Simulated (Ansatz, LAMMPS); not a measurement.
# Static equation of state of glassy 67SiO2-8Al2O3-4FeO-8MgO-4CaO-4Na2O-4TiO2 (mol %) (72 atoms)

Density of this cell: 2.57 g/cm³. The cell holds 72 atoms: 16 Si, 4 Al, 1 Fe, 2 Mg, 1 Ca, 2 Na, 1 Ti and 45 O. Cell: a = 9.668 Å, b = 9.943 Å, c = 10.221 Å, α = 86.8°, β = 89.5°, γ = 94.5°. The starting structure: 72 atoms (16 Si, 4 Al, 1 Fe, 2 Mg, 1 Ca, 2 Na, 1 Ti, 45 O) placed at random at 2.52 g/cm³, melted at 3000 K for 20 ps at fixed volume with the Buckingham and Coulomb pair potential of Guillot and Sator (Geochim. Cosmochim. Acta 71, 1249 (2007)) with the boron terms of Wang et al. (J. Non-Cryst. Solids 498, 294 (2018)). Quenched from 3000 K to 300 K at 20 K/ps and fixed volume, held 10 ps at zero pressure.

Calculated with Ansatz 0.2.0: Kohn-Sham DFT, PBE, PAW (set soft_2), plane waves; cutoff 420 eV, Γ point, fermi-dirac smearing of 0.025 eV, spin polarised, started with a moment on one atom, ending at 4.0 μB in the cell. Cell and atoms were relaxed first, to V0 = 13.582 Å³ an atom at a residual P0 = 0.002 GPa. The cell was then scaled evenly, and the atoms were relaxed at each volume.

| volume (Å³/atom) | pressure (GPa) |
| --- | --- |
| 12.224 | ? |
| 12.767 | 2.964 |
| 13.174 | 1.634 |
| 13.989 | -1.572 |
| 14.397 | -2.733 |

**Question.** Fit the third-order Birch–Murnaghan equation to the rows given and extrapolate to the withheld row.

Worked fit:

Take the Eulerian strain f = ½[(V0/V)^(2/3) − 1] and the normalised pressure F = (P − P0) / [3f(1 + 2f)^(5/2)]. The third-order Birch–Murnaghan equation is then the line F = B0 + (3/2)B0(B′ − 4) f, so u = f and v = F.

```
      u = f  v = F (GPa)
  0.0210566      42.2906
  0.0102568      50.4162
-0.00975659      56.4842
 -0.0190503      52.7379
```

With n = 4: mean u = 6.2662e-4, mean v = 50.4822, Σ(u − ū)² = 0.0010051, Σ(u − ū)(v − v̄) = -0.27469. Slope b = -0.27469 / 0.0010051 = -273.30; intercept a = v̄ − b ū = 50.653.

So B0 = a = 50.7 GPa and B′ = 4 + 2b/(3a) = 0.403. At the withheld volume f = 0.03638, F = a + b f = 40.71 GPa, and P = P0 + 3f(1 + 2f)^(5/2) F.

Prediction at 12.224: 5.299 GPa. The run gave 5.565 GPa, so the fit is low by 0.27 GPa (4.8 % of the value).

The series isn't one smooth equation of state: even a line fitted to all rows, the withheld one included, misses F by up to 8.0 %, the count of bonds changes along the series and an atom moves over 0.5 Å in some relaxation. B0 and B′ are then only the numbers of this fit, not moduli of the material. Among the rows given, the largest miss of the fit is at 12.767, by 0.18 GPa (2.2 % of the range of the table).

Limits: Static cells at zero temperature; the cell shape is held. The program notes that the SCF threshold of these relaxations is loose for the stress. The quench rate of 20 K/ps is many orders above laboratory rates, so the cell is likely richer in defects and strain than a real sample. The network of bonds at the start is that of the classical potential that made the cell, and needn't be the one that DFT or experiment would give. Without a Hubbard term or exact exchange, open shells on Fe are likely too delocalised. Only the Γ point is sampled, in a cell whose shortest periodic width is 10 Å.

[Logs are printed without paths, hosts, clocks, repeated set-up lines and the standing remarks that a program may print on its own settings, such as how far it seeks lower states.]

[Hosts, paths, dates, database ids (printed as entryN), source tags and the programs' standing remarks are cut or masked in the printed files.]
